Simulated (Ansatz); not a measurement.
**Rh (Fm-3m): the Drude term of Re ε in the infrared**

Re ε of Rh (Fm-3m) at low photon energies is read from one computed spectrum; the carriers' damping was typed as γ = 0.05 eV.

Cell: a, b, c = 2.684, 2.684, 2.684 Å (primitive vectors), 1 atoms.

Method: Ansatz 0.2.0, PBE, independent particles, k-mesh 16×16×16 with interpolation inside its cells, Gaussian parameter 0.1 eV.

Launch of the response step: `ansatz run input.yaml --threads 4 --pin off --max-ram 8192MiB --backend cpu --events-out ev --progress --plain --runs-dir out`. The run took 8 s, on 4 threads of Arm Neoverse V2 (shared host).

```tsv
photon energy E (eV)	wavelength (µm)	Re ε
0.25	4.96	-1474.1
0.30	4.13	-1034.0
0.35	3.54	-767.7
0.40	3.10	-592.7
0.50	2.48	-377.7
0.60	2.07	-256.7
0.70	1.77	?
```

A Drude term over a constant background gives Re ε = ε_b − ωp²/(E² + γ²), linear in 1/(E² + γ²).

Working, on the rows shown:

| x = 1/(E² + γ²) (eV⁻²) | y = Re ε |
| --- | --- |
| 15.3846 | -1474.1 |
| 10.8108 | -1034 |
| 8 | -767.7 |
| 6.15385 | -592.7 |
| 3.9604 | -377.7 |
| 2.75862 | -256.7 |

Means: x̄ = 7.8447, ȳ = -750.48. Σ(x − x̄)(y − ȳ) = -10530, Σ(x − x̄)² = 109.5. Slope = -10530 / 109.5 = -96.14; intercept = ȳ − slope · x̄ = 3.6884. The line misses the rows shown by at most 4.8.

Question: Predict the last column of the withheld row from the fit.

Answer: At x = 2.0305 the line gives y = -191.51. The run gave -183.5, so the extrapolation is off by 8, 0.6 % of the range in the table.

Refitted with all rows, the slope is -96.43 and the intercept 6.8567. These give ωp = √(−slope) = 9.82 eV, against 10.11 eV from the program's Fermi-surface sum, and an intercept of 6.9. Taking the program's Drude term off the rows leaves 99 at the lowest energy and 24 at the highest, so the background isn't constant: interband transitions lie in or near the window, and neither fitted number can be trusted. The cell comes from an older database entry, whose edges can be off by a per cent or so. The values come from a sum over the points of one k-mesh and carry its error, which is largest for Fermi-surface quantities. Spin-orbit coupling is left out.

[Logs are printed without paths, hosts, clocks, repeated set-up lines and the standing remarks that a program may print on its own settings, such as how far it seeks lower states.]
